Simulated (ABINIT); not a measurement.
Planning a run of ABINIT 10.8.3 on BN (P6_3/mmc). The input:

```
acell 3*1.0 Angstrom
rprim 
  2.498240000029 -0.000000000007 0.000000000000
  -1.249120000009 2.163539304779 0.000000000000
  0.000000000000 0.000000000000 6.635700000000
ntypat 2
znucl 5 7
natom 4
typat 1 1 2 2
xred 
  0.333333333333 0.666666666667 0.250000000000
  0.666666666667 0.333333333333 0.750000000000
  0.333333333333 0.666666666667 0.750000000000
  0.666666666667 0.333333333333 0.250000000000
pp_dirpath "pseudos"
pseudos "B.upf, N.upf"
ecut 36
iscf -2
irdden 1
kptopt 0
nkpt 75
kpt 
  0.00000000 0.00000000 0.00000000
  0.06250000 0.00000000 0.00000000
  0.12500000 0.00000000 0.00000000
  0.18750000 0.00000000 0.00000000
  0.25000000 0.00000000 0.00000000
  0.31250000 0.00000000 0.00000000
  0.37500000 0.00000000 0.00000000
  0.43750000 0.00000000 0.00000000
  0.50000000 0.00000000 0.00000000
  0.47916667 0.04166667 0.00000000
  0.45833333 0.08333333 0.00000000
  0.43750000 0.12500000 0.00000000
  0.41666666 0.16666666 0.00000000
  0.39583333 0.20833333 0.00000000
  0.37500000 0.25000000 0.00000000
  0.35416666 0.29166666 0.00000000
  0.33333333 0.33333333 0.00000000
  0.29166666 0.29166666 0.00000000
  0.25000000 0.25000000 0.00000000
  0.20833333 0.20833333 0.00000000
  0.16666666 0.16666666 0.00000000
  0.12500000 0.12500000 0.00000000
  0.08333333 0.08333333 0.00000000
  0.04166667 0.04166667 0.00000000
  0.00000000 0.00000000 0.00000000
  0.00000000 0.00000000 0.06250000
  0.00000000 0.00000000 0.12500000
  0.00000000 0.00000000 0.18750000
  0.00000000 0.00000000 0.25000000
  0.00000000 0.00000000 0.31250000
  0.00000000 0.00000000 0.37500000
  0.00000000 0.00000000 0.43750000
  0.00000000 0.00000000 0.50000000
  0.06250000 0.00000000 0.50000000
  0.12500000 0.00000000 0.50000000
  0.18750000 0.00000000 0.50000000
  0.25000000 0.00000000 0.50000000
  0.31250000 0.00000000 0.50000000
  0.37500000 0.00000000 0.50000000
  0.43750000 0.00000000 0.50000000
  0.50000000 0.00000000 0.50000000
  0.47916667 0.04166667 0.50000000
  0.45833333 0.08333333 0.50000000
  0.43750000 0.12500000 0.50000000
  0.41666666 0.16666666 0.50000000
  0.39583333 0.20833333 0.50000000
  0.37500000 0.25000000 0.50000000
  0.35416666 0.29166666 0.50000000
  0.33333333 0.33333333 0.50000000
  0.29166666 0.29166666 0.50000000
  0.25000000 0.25000000 0.50000000
  0.20833333 0.20833333 0.50000000
  0.16666666 0.16666666 0.50000000
  0.12500000 0.12500000 0.50000000
  0.08333333 0.08333333 0.50000000
  0.04166667 0.04166667 0.50000000
  0.00000000 0.00000000 0.50000000
  0.50000000 0.00000000 0.50000000
  0.50000000 0.00000000 0.43750000
  0.50000000 0.00000000 0.37500000
  0.50000000 0.00000000 0.31250000
  0.50000000 0.00000000 0.25000000
  0.50000000 0.00000000 0.18750000
  0.50000000 0.00000000 0.12500000
  0.50000000 0.00000000 0.06250000
  0.50000000 0.00000000 0.00000000
  0.33333333 0.33333333 0.50000000
  0.33333333 0.33333333 0.43750000
  0.33333333 0.33333333 0.37500000
  0.33333333 0.33333333 0.31250000
  0.33333333 0.33333333 0.25000000
  0.33333333 0.33333333 0.18750000
  0.33333333 0.33333333 0.12500000
  0.33333333 0.33333333 0.06250000
  0.33333333 0.33333333 0.00000000
istwfk *1
nband 15
nbdbuf 2
tolwfr 1e-08
nstep 40
prtwf 0
prtvol 0
indata_prefix "in"
outdata_prefix "out"
tmpdata_prefix "tmp"
```

The database entry behind the starting cell differs from later determinations by our own check (about 0.3 % short, minor phase), so it need not match the best structure at ambient conditions.

```sh
OMP_NUM_THREADS=1 mpirun -n 4 abinit run.abi > log
```

Q: Estimate wall time and host memory on 4 MPI ranks of Arm Neoverse V1, shared host.

It took 18 s; on shared hardware allow 9.2 s to 37 s. Peak host memory was 0.28 GiB.

[Paths, hosts, dates, memory and timing lines, banners, echoed tables and standing remarks are left out of the program output.]

[Logs are printed without paths, hosts, clocks, repeated set-up lines and the standing remarks that a program may print on its own settings, such as how far it seeks lower states.]

[Runs of the session that timed out or met a known fault of the program may be left out.]

[No measured gap is set beside runs whose start may be inverted or whose files or cutoffs have a known fault.]

[Hosts, paths, dates, database ids (printed as entryN), source tags and the programs' standing remarks are cut or masked in the printed files.]

[G0W0 gaps are taken among the corrected bands and points alone; a level outside them can change the order at an edge.]

[Where Ansatz stands beside ABINIT at settings called matched, ABINIT's density can come from a denser mesh and the files from another edition; pairs whose starting gaps differed by over 0.03 eV were left out, so agreement reads better than it is.]
